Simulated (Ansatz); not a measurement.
# W2N(OH)2 MXene monolayer in a perpendicular field, part 2 of 3

Aim: how the W2N(OH)2 MXene monolayer screens a field along its normal, and what the field does to its bands. A positive field points along +c.

Ansatz 0.2.0; plane-wave DFT, RPBE-D3(BJ), Ansatz PAW (the session's first sound run).

So far. Step 2 (Relaxation): The lattice constant a goes from 3.054 to 2.741 Å.

## 3. Atoms held, field 0

A sawtooth potential applies the field, turning back in the middle of the vacuum. With the dipole correction the typed value is the field outside the slab. The induced dipole is small, so the SCF threshold is tight.

The cell differs from the one that the last finished run ended in (c 37.234 → 25.780 Å).

Input file input.yaml:

```yaml
crystal:
  lattice:
    - [2.7406029313, 0.0, 0.0]
    - [-1.3703014656, 2.3734317602, 0.0]
    - [0.0, 0.0, 25.7799158293]
  atoms:
    - { symbol: H, position: [0.3333333333, 0.6666666667, 0.3491089754] }
    - { symbol: O, position: [0.3333333333, 0.6666666667, 0.3870415632] }
    - { symbol: W, position: [0.6666666667, 0.3333333333, 0.4443632467] }
    - { symbol: "N", position: [0.0, 0.0, 0.5] }
    - { symbol: W, position: [0.3333333333, 0.6666666667, 0.5556367533] }
    - { symbol: O, position: [0.6666666667, 0.3333333333, 0.6129584368] }
    - { symbol: H, position: [0.6666666667, 0.3333333333, 0.6508910246] }
kpoints:
  mp_grid: { grid: [18, 18, 1] }
  band_path:
    path: [[0, 0, 0], [0.5, 0, 0], [0.33333333, 0.33333333, 0], [0, 0, 0]]
    npoints: 16
hamiltonian:
  xc: rpbe
  dispersion: d3bj
scf:
  occupations: { method: fermi_dirac, width: 0.02585 }
  convergence: { dr2_threshold: 1.0e-10 }
efield:
  axis: 3
  dipole_correction: true
  ramp_position: 0.97
  ramp_width: 0.06
  amplitude: 0
output:
  dos: { projected: true, e_range: [-6, 5] }
  bader: true
  write_potential: true
  write_density: true
  volumetric_format: npy
  elf: true
```

Started as:

```bash
> ansatz run input.yaml --threads 4 --pin off --max-ram 6144MiB --backend cpu --events-out ev --progress --plain --runs-dir out
```

Numbers of over 12 decimals in the logs are rounded to 6 here.

Output:

```text
[...]
Crystal: 7 atoms, lattice volume = 167.689 Å³
Basis set: ecut = 420 eV, 3285 PW (Γ)
Bands: 31, of which v1, the nominal top of the filled ones, is band 24 counted from 1 (23 counted from 0)
Symmetry: 6 space group operations
k-points: 37 of 324 (time reversal used)
[...]
SCF iter   1: F=—  HF=-22358.295929 eV  |F-HF|=—  |Δ(HF+E_count)|=         —  Δρ=1.24e-2  dr2=4.71e0  ethr=1.77e-3  p=0.000 e·Å  D=1.48e-14 V/Å  ΔV_dip=-0.00 eV  dr2_dipole=5.44e-7  V_vac-E_F(+/−)=1.01/1.01 eV  ⟨swp⟩=7.8  Hψ=5699  notcnv=0
efield: sawtooth ramp at fractional position 0.9700 (set: `efield.ramp_position`, or a place that a band, a saddle search or an elastic batch's reference lends), width 0.0600; the density the first Hamiltonian is built on has a dipole p = 0.000 e·Å; the dipole correction subtracts the counter field D = 1.48e-14 V/Å, which shifts the + side's vacuum level by -0.00 eV against the − side's; the planar-averaged density in the ramp window peaks in size at 2.8e-5 e/Å³
[...]
SCF iter   2: F=—  HF=-22358.063098 eV  |F-HF|=—  |Δ(HF+E_count)|=   2.33e-1  Δρ=4.49e-3  dr2=3.98e-1  ethr=1.77e-3  p=-0.000 e·Å  D=-7.63e-6 V/Å  ΔV_dip=0.00 eV  dr2_dipole=4.79e-7  V_vac-E_F(+/−)=1.62/1.62 eV  ⟨swp⟩=2.5  Hψ=1910  notcnv=0  defer=57
[...]
SCF iter  14: F=-22358.037617 eV  HF=-22358.037617 eV  |F-HF|=7.28e-12  |Δ(HF+E_count)|=  3.64e-11  Δρ=3.00e-8  dr2=2.52e-12  ethr=1.00e-12  p=-0.000 e·Å  D=-2.09e-8 V/Å  ΔV_dip=0.00 eV  dr2_dipole=3.95e-14  V_vac-E_F(+/−)=2.49/2.49 eV  ⟨swp⟩=12.1  Hψ=3469  notcnv=0
SCF 1 converged in 14 iterations: F = -22358.037617 eV  dr2 = 2.52e-12
[...]
NSCF: frozen V_eff on 49 k-points
efield: sawtooth ramp at fractional position 0.9700 (kept from the solve that this one continues, or follows in the run), width 0.0600; the density the first Hamiltonian is built on has a dipole p = -0.000 e·Å; the dipole correction subtracts the counter field D = -2.09e-8 V/Å, which shifts the + side's vacuum level by +0.00 eV against the − side's; the planar-averaged density in the ramp window peaks in size at 2.5e-6 e/Å³
[...]
SCF converged after 14 iterations
Free energy (F): -22358.037617 eV
[...]
Internal energy: -22358.032259 eV  (E = F + TS)
E sigma→0 (E₀):  -22358.034938 eV
Entropy (-TS):   -0.005358 eV (-0.765 meV/atom)
Fermi energy:    4.547289 eV
Dipole field:    D = 0.000000 V/Å  (p = 0.000000 e·Å, saw-weighted, corrected)
Work function:   Φ+ = 2.4867 eV   Φ− = 2.4867 eV
Levels:          The Fermi level and band energies are counted from a zero that moves with the ramp; work functions are not
[...]
--- Band table (eV; the first three rows and the last of 37) ---
  k-point 0: bands = [... 20 lower, 0.6030, 2.6851, 3.1038, 3.1038, 4.2812, 4.3223, 4.4524, 4.4524, ... 3 higher]
  k-point 1: bands = [... 20 lower, 0.5256, 2.5781, 3.1112, 3.1966, 4.2964, 4.3711, 4.4143, 4.5180, ... 3 higher]
  k-point 2: bands = [... 20 lower, 0.3345, 2.2303, 3.1784, 3.4789, 3.9995, 4.5633, 4.6516, 4.7151, ... 3 higher]
  k-point 36: bands = [... 20 lower, 3.2748, 3.7768, 3.7768, 4.1882, 6.1840, 6.1840, 7.5437, 7.5437, ... 3 higher]
--- Bader charges: 7 sites ---
  site symbol  charge [e]  shift [e]
     0      H      0.4708     0.0015
     1      O     -1.1886     0.0028
     2      W      1.4786     0.0026
     3      N     -1.5215     0.0027
     4      W      1.4786     0.0026
     5      O     -1.1886     0.0028
     6      H      0.4708     0.0015
  estimated error of the sums over rays = 3.1e-4 e
```

It took 54 s on 4 threads of Arm Neoverse N1, shared host; peak memory 0.55 GiB; 3.5 min of CPU time.

Reading the cycles: dr2 is the Hartree energy of the density residual (eV), the measure of convergence; HF is the Harris–Foulkes estimate of the energy, which meets the free energy F at convergence.

Numbers from this step:

| Property | Result |
| --- | --- |
| energy at zero smearing | -22358.0349 eV |
| work function, upper face | 2.487 eV |
| dipole along the normal | 2.51e-7 e·Å |

Running mean over a fixed 2.7 Å (it still follows the layers) of the planar mean; the ramp of the sawtooth is left out. Table of electron's electrostatic potential energy less the Fermi level by z:

```csv
z (Å),electron's electrostatic potential energy less the Fermi level (eV)
4,2.48
5,2.45
6,2.33
7,1.89
8,0.361
9,-2.93
10,-8.93
11,-14.9
12,-15.8
13,-15.0
14,-15.7
15,-14.3
16,-7.03
17,-2.09
18,0.718
19,2.04
20,2.37
21,2.46
22,2.48
```

The density of states has structure finer than the step of the table below, so its rows give means over 0.25 eV, whole bins alone (the curve runs from -6 to 1.66 eV). Peaks (eV: height): -5.970: 5.30, -4.540: 3.36, -2.750: 3.33, -1.290: 12.5, -1.090: 4.29, -0.510: 3.14.

Density of states against energy, zero at the Fermi level; means over each step:

```csv
energy (eV),density of states (states/eV a cell)
-5.75,3.87
-5.50,2.58
-5.25,1.18
-5.00,0.716
-4.75,0.916
-4.50,2.28
-4.25,1.89
-4.00,1.12
-3.75,0.717
-3.50,0.565
-3.25,0.862
-3.00,1.33
-2.75,2.80
-2.50,1.69
-2.25,1.33
-2.00,0.877
-1.75,1.10
-1.50,1.30
-1.25,2.92
-1.00,2.31
-0.75,1.19
-0.50,1.92
-0.25,1.82
0.00,2.24
0.25,2.06
0.50,1.97
0.75,1.99
1.00,2.02
1.25,2.10
1.50,3.50
```

Projected DOS per atom over height of the atomic layer and energy from the Fermi level. Layers: H O W N W O H from below.

Values in states/eV, 22 rows by 7 columns, each cell a mean:
```
0.16 0.17 1.09 0.07 1.09 0.17 0.16
0.15 0.10 0.61 0.05 0.61 0.10 0.15
0.15 0.10 0.59 0.05 0.59 0.10 0.15
0.15 0.10 0.59 0.05 0.59 0.10 0.15
0.14 0.11 0.66 0.07 0.66 0.11 0.14
0.08 0.10 0.68 0.08 0.68 0.10 0.08
0.03 0.07 0.59 0.08 0.59 0.07 0.03
0.03 0.09 0.78 0.18 0.78 0.09 0.03
0.02 0.08 0.87 0.27 0.87 0.08 0.02
0.01 0.06 0.41 0.13 0.41 0.06 0.01
0.01 0.06 0.35 0.13 0.35 0.06 0.01
0.02 0.07 0.53 0.16 0.53 0.07 0.02
0.04 0.11 0.96 0.31 0.96 0.11 0.04
0.01 0.05 0.49 0.22 0.49 0.05 0.01
0.00 0.04 0.20 0.08 0.20 0.04 0.00
0.01 0.06 0.24 0.11 0.24 0.06 0.01
0.01 0.18 0.35 0.33 0.35 0.18 0.01
0.02 0.32 0.41 0.63 0.41 0.32 0.02
0.00 0.15 0.14 0.31 0.14 0.15 0.00
0.01 0.16 0.26 0.18 0.26 0.16 0.01
0.00 0.71 0.36 0.18 0.36 0.71 0.00
0.00 1.38 0.55 0.40 0.55 1.38 0.00
```
Columns: height of the atomic layer (Å) from 9 to 16.8 (not evenly spaced); rows upwards: energy from the Fermi level (eV) from -5.96 to 1.6.

Electronic bands along the path, in eV, zero at the Fermi level:

```csv
point,band 21,band 22,band 23,band 24,band 25,band 26,band 27,band 28
Γ,-3.94,-1.86,-1.44,-1.44,-0.27,-0.23,-0.09,-0.09
halfway,-4.49,-2.70,-1.16,-0.66,0.50,1.07,1.23,1.31
M,-4.67,-3.28,1.96,1.97,2.64,3.03,3.80,3.88
halfway,-3.57,-2.31,1.11,1.29,1.88,1.91,3.13,3.39
K,-1.27,-0.77,-0.77,-0.36,1.64,1.64,3.00,3.00
halfway,-3.09,-2.96,-1.74,-1.10,0.92,1.35,1.94,2.21
Γ,-3.94,-1.86,-1.44,-1.44,-0.27,-0.23,-0.09,-0.09
```

ELF in the ca plane at fractional y = 0.333, with atoms of W and O and H within 0.2 Å of it. It is the smooth field of the valence electrons, not physical close to the nuclei.

Values, 5 rows by 16 columns, each cell a mean:
```
0.04 0.17 0.31 0.59 0.27 0.24 0.26 0.73 0.70 0.29 0.16 0.23 0.09 0.01 0.00 0.00
0.02 0.05 0.46 0.41 0.27 0.23 0.34 0.58 0.89 0.48 0.16 0.23 0.09 0.01 0.00 0.00
0.05 0.20 0.31 0.58 0.27 0.24 0.27 0.71 0.68 0.27 0.16 0.23 0.09 0.01 0.00 0.00
0.18 0.51 0.35 0.31 0.53 0.34 0.39 0.25 0.14 0.05 0.18 0.22 0.09 0.01 0.00 0.00
0.18 0.52 0.35 0.30 0.53 0.34 0.38 0.25 0.14 0.05 0.18 0.22 0.09 0.01 0.00 0.00
```
Columns run along c (16.0 Å, from fractional 0.32 to 0.94 of the cell), rows up along a (2.7 Å). Atoms in or near the plane, at fractional coordinates: W at (0.44, 0.67), O at (0.61, 0.67), H at (0.65, 0.67).

Electrostatic potential energy in the ca plane at fractional y = 0.333, with atoms of W and O and H within 0.2 Å of it. With pseudopotentials it is smooth inside the atoms' cores, unlike the true potential.

Ten even steps from '0' (-49 eV) to '9' (7 eV), each cell a mean:
```
99999999999999999999999997311478988778866889
99999999999999999999999985100168999888511447
99999999999999999999999985000058999988300215
99999999999999999999999985100168998888522567
99999999999999999999999997523578987667878999
99999999999999999999999998877888886446899999
99999999999999999999999999888888875346899999
99999999999999999999999998766788886557899999
```
Columns run along c (16.0 Å, from fractional 0.06 to 0.68 of the cell; values clipped at the 3rd and 97th percentile), rows up along a (2.7 Å). Atoms in or near the plane, at fractional coordinates: W at (0.44, 0.67), O at (0.61, 0.67), H at (0.65, 0.67).

Valence density in the ca plane at fractional y = 0.333, with atoms of W and O and H within 0.2 Å of it. It is the smooth field of the valence electrons, not physical close to the nuclei.

Ten steps, logarithmic in the rise over the least value, from '0' (0.0 e/Å³) to '9' (6.8 e/Å³), each cell a mean:
```
00000000000000123347886443344445764320000000
00000000000000112368998533334457987531000000
00000000000000012369998532334458997641000000
00000000000000112368997533334457986531000000
00000000000001123446775444445545654210000000
00000000000001234444554455456643332100000000
00000000000001245544444455567653221000000000
00000000000001234444554455456643432100000000
```
Columns run along c (16.0 Å, from fractional 0.16 to 0.78 of the cell), rows up along a (2.7 Å). Atoms in or near the plane, at fractional coordinates: W at (0.44, 0.67), O at (0.61, 0.67), H at (0.65, 0.67).

The work function of the upper face is 2.49 eV.

## 4. Atoms held, field 0.05 V/Å

input.yaml, as its differences from that of step 3:

```diff
@@ -29,6 +29,4 @@
   ramp_width: 0.06
-  amplitude: 0
+  amplitude: 0.05
 output:
-  dos: { projected: true, e_range: [-6, 5] }
-  bader: true
   write_potential: true
@@ -36,2 +34 @@
   volumetric_format: npy
-  elf: true
```

Output:

```text
[...]
Crystal: 7 atoms, lattice volume = 167.689 Å³
Basis set: ecut = 420 eV, 3285 PW (Γ)
Bands: 31, of which v1, the nominal top of the filled ones, is band 24 counted from 1 (23 counted from 0)
Symmetry: 6 space group operations
k-points: 37 of 324 (time reversal used)
[...]
k-point 0: bands = [... 20 lower, 0.6018, 2.6840, 3.1026, 3.1026, 4.2770, 4.3246, 4.4513, 4.4513, ... 3 higher]
  k-point 1: bands = [... 20 lower, 0.5245, 2.5770, 3.1100, 3.1955, 4.2948, 4.3687, 4.4153, 4.5168, ... 3 higher]
  k-point 2: bands = [... 20 lower, 0.3334, 2.2292, 3.1773, 3.4778, 3.9983, 4.5612, 4.6518, 4.7139, ... 3 higher]
  k-point 36: bands = [... 20 lower, 3.2736, 3.7748, 3.7766, 4.1871, 6.1825, 6.1833, 7.5410, 7.5442, ... 3 higher]
[key lines of the parts left out:]
SCF converged after 27 iterations
Free energy (F): -22358.038223 eV
Fermi energy:    4.546103 eV
Dipole field:    D = 0.026142 V/Å  (p = 0.024226 e·Å, saw-weighted, corrected)
```

Wall time 34 s (4 threads); peak memory 0.54 GiB; 2 min of CPU time.

The dipole is 0.0242 e·Å.

## 5. Atoms held, field -0.05 V/Å

input.yaml, as its differences from that of step 4:

```diff
@@ -29,3 +29,3 @@
   ramp_width: 0.06
-  amplitude: 0.05
+  amplitude: -0.05
 output:
```

Output:

```text
[...]
Crystal: 7 atoms, lattice volume = 167.689 Å³
Basis set: ecut = 420 eV, 3285 PW (Γ)
Bands: 31, of which v1, the nominal top of the filled ones, is band 24 counted from 1 (23 counted from 0)
Symmetry: 6 space group operations
k-points: 37 of 324 (time reversal used)
[...]
k-point 0: bands = [... 20 lower, 0.6018, 2.6840, 3.1026, 3.1026, 4.2771, 4.3246, 4.4513, 4.4513, ... 3 higher]
  k-point 1: bands = [... 20 lower, 0.5245, 2.5770, 3.1100, 3.1955, 4.2948, 4.3687, 4.4153, 4.5168, ... 3 higher]
  k-point 2: bands = [... 20 lower, 0.3334, 2.2292, 3.1773, 3.4778, 3.9984, 4.5612, 4.6518, 4.7139, ... 3 higher]
  k-point 36: bands = [... 20 lower, 3.2736, 3.7748, 3.7766, 4.1871, 6.1825, 6.1833, 7.5410, 7.5442, ... 3 higher]
[key lines of the parts left out:]
SCF converged after 28 iterations
Free energy (F): -22358.038223 eV
Fermi energy:    4.546112 eV
Dipole field:    D = -0.026142 V/Å  (p = -0.024226 e·Å, saw-weighted, corrected)
```

It took 35 s on 4 threads; peak memory 0.53 GiB.

The dipole is -0.0242 e·Å.

## 6. Single point, field 0.1 V/Å

input.yaml, as its differences from that of step 5:

```diff
@@ -29,3 +29,3 @@
   ramp_width: 0.06
-  amplitude: -0.05
+  amplitude: 0.1
 output:
```

Output:

```text
[...]
Crystal: 7 atoms, lattice volume = 167.689 Å³
Basis set: ecut = 420 eV, 3285 PW (Γ)
Bands: 31, of which v1, the nominal top of the filled ones, is band 24 counted from 1 (23 counted from 0)
Symmetry: 6 space group operations
k-points: 37 of 324 (time reversal used)
[...]
k-point 0: bands = [... 20 lower, 0.5984, 2.6806, 3.0992, 3.0992, 4.2668, 4.3297, 4.4479, 4.4479, ... 3 higher]
  k-point 1: bands = [... 20 lower, 0.5210, 2.5736, 3.1066, 3.1921, 4.2900, 4.3624, 4.4178, 4.5134, ... 3 higher]
  k-point 2: bands = [... 20 lower, 0.3300, 2.2258, 3.1739, 3.4744, 3.9950, 4.5552, 4.6524, 4.7105, ... 3 higher]
  k-point 36: bands = [... 20 lower, 3.2701, 3.7705, 3.7741, 4.1836, 6.1787, 6.1802, 7.5360, 7.5424, ... 3 higher]
[key lines of the parts left out:]
SCF converged after 30 iterations
Free energy (F): -22358.040040 eV
Fermi energy:    4.542622 eV
Dipole field:    D = 0.052314 V/Å  (p = 0.048479 e·Å, saw-weighted, corrected)
```

It took 36 s on 4 threads; peak memory 0.53 GiB.

The dipole is 0.0485 e·Å.

## 7. Atoms held, field 0.2 V/Å

input.yaml, as its differences from that of step 6:

```diff
@@ -29,3 +29,3 @@
   ramp_width: 0.06
-  amplitude: 0.1
+  amplitude: 0.2
 output:
```

Output:

```text
[...]
Crystal: 7 atoms, lattice volume = 167.689 Å³
Basis set: ecut = 420 eV, 3285 PW (Γ)
Bands: 31, of which v1, the nominal top of the filled ones, is band 24 counted from 1 (23 counted from 0)
Symmetry: 6 space group operations
k-points: 37 of 324 (time reversal used)
[...]
k-point 0: bands = [... 20 lower, 0.5849, 2.6675, 3.0858, 3.0858, 4.2366, 4.3391, 4.4346, 4.4346, ... 3 higher]
  k-point 1: bands = [... 20 lower, 0.5075, 2.5604, 3.0933, 3.1787, 4.2715, 4.3421, 4.4223, 4.5001, ... 3 higher]
  k-point 2: bands = [... 20 lower, 0.3165, 2.2126, 3.1606, 3.4610, 3.9819, 4.5334, 4.6525, 4.6972, ... 3 higher]
  k-point 36: bands = [... 20 lower, 3.2567, 3.7554, 3.7625, 4.1702, 6.1645, 6.1676, 7.5195, 7.5324, ... 3 higher]
[key lines of the parts left out:]
SCF converged after 25 iterations
Free energy (F): -22358.047320 eV
Fermi energy:    4.529089 eV
Dipole field:    D = 0.104886 V/Å  (p = 0.097198 e·Å, saw-weighted, corrected)
```

It took 32 s on 4 threads; peak memory 0.53 GiB.

The dipole is 0.0972 e·Å.

## 8. Atoms held, field 0.3 V/Å

input.yaml, as its differences from that of step 7:

```diff
@@ -29,4 +29,6 @@
   ramp_width: 0.06
-  amplitude: 0.2
+  amplitude: 0.3
 output:
+  dos: { projected: true, e_range: [-6, 5] }
+  bader: true
   write_potential: true
@@ -34 +36,2 @@
   volumetric_format: npy
+  elf: true
```

Output:

```text
[...]
Crystal: 7 atoms, lattice volume = 167.689 Å³
Basis set: ecut = 420 eV, 3285 PW (Γ)
Bands: 31, of which v1, the nominal top of the filled ones, is band 24 counted from 1 (23 counted from 0)
Symmetry: 6 space group operations
k-points: 37 of 324 (time reversal used)
[...]
k-point 36: bands = [... 20 lower, 3.2345, 3.7317, 3.7424, 4.1480, 6.1417, 6.1464, 7.4945, 7.5136, ... 3 higher]
--- Bader charges: 7 sites ---
  site symbol  charge [e]  shift [e]
     0      H      0.4595     0.0016
     1      O     -1.1894     0.0028
     2      W      1.4797     0.0026
     3      N     -1.5215     0.0027
     4      W      1.4772     0.0026
     5      O     -1.1875     0.0027
     6      H      0.4820     0.0015
  estimated error of the sums over rays = 3.1e-4 e
[key lines of the parts left out:]
SCF converged after 27 iterations
Free energy (F): -22358.059494 eV
Fermi energy:    4.507128 eV
Dipole field:    D = 0.157979 V/Å  (p = 0.146400 e·Å, saw-weighted, corrected)
```

Run time: 69 s. Hardware: 4 threads; peak memory 0.54 GiB.

The dipole is 0.146 e·Å.

(Continued in part 3 of 3.)

[Logs are printed without paths, hosts, clocks, repeated set-up lines and the standing remarks that a program may print on its own settings, such as how far it seeks lower states.]

[Hosts, paths, dates, database ids (printed as entryN), source tags and the programs' standing remarks are cut or masked in the printed files.]

[Maps of the electrostatic potential energy from Ansatz leave out the sawtooth potential of an applied field or a dipole correction, so their vacuum need not be flat; planar profiles and work functions include it.]

[The density of states shown here was stored with 400 of the rows of the run's finer table, so its peaks can read low, often by over a quarter, or be missed, and its means over a window can be off by a tenth or more.]
